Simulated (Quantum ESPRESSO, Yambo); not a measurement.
An input for Yambo 5.3.0 (SnTe (Fm-3m)):

```
HF_and_locXC
gw0
dyson
ppa
em1d
rim_cut
RandQpts= 1000000
RandGvec= 1 RL
EXXRLvcs= 88 Ry
VXCRLvcs= 352 Ry
Chimod= "HARTREE"
% BndsRnXp
 1 | 115 |
%
NGsBlkXp= 11 Ry
% LongDrXp
 1 | 1 | 1 |
%
% GbndRnge
 1 | 115 |
%
DysSolver= "n"
ExtendOut
PPAPntXp= 27.21138 eV
% QPkrange
 3 | 3 | 22 | 25 |
 1 | 1 | 22 | 25 |
%
```

The database entry behind the starting cell differs from later determinations by our own check (about 0.3 % short), so it need not match the best structure at ambient conditions.

```sh
OMP_NUM_THREADS=1 mpirun -n 4 yambo -F gw1.in -J gw1 -C gw1 > gw1.log
```

The stored states that it reads are on a 4×4×4 mesh. Symmetry: Fm-3m, No. 225, cubic system. Conventional cell: a = 6.302 Å, b = 6.302 Å, c = 6.302 Å, α = 90.00°, β = 90.00°, γ = 90.00°. Sn has 6 Te at 3.15 Å nearest. Te has 6 Sn at 3.15 Å nearest. Farther neighbours and most contacts between anions are not listed.

**Question.** Estimate wall time and host memory on 4 MPI ranks of Intel Xeon 6975P-C (Granite Rapids), shared host.

It took 4.3 min; on shared hardware allow 2.2 min to 8.6 min. Peak host memory was 2.3 GiB.

The screening grows as filled bands × empty bands × pairs of k points, times the square of the screening basis for the matrix.

[Paths, hosts, dates, memory and timing lines, banners, echoed tables and standing remarks are left out of the program output.]

[Logs are printed without paths, hosts, clocks, repeated set-up lines and the standing remarks that a program may print on its own settings, such as how far it seeks lower states.]

[Runs of the session that timed out or met a known fault of the program may be left out.]

[Hosts, paths, dates, database ids (printed as entryN), source tags and the programs' standing remarks are cut or masked in the printed files.]
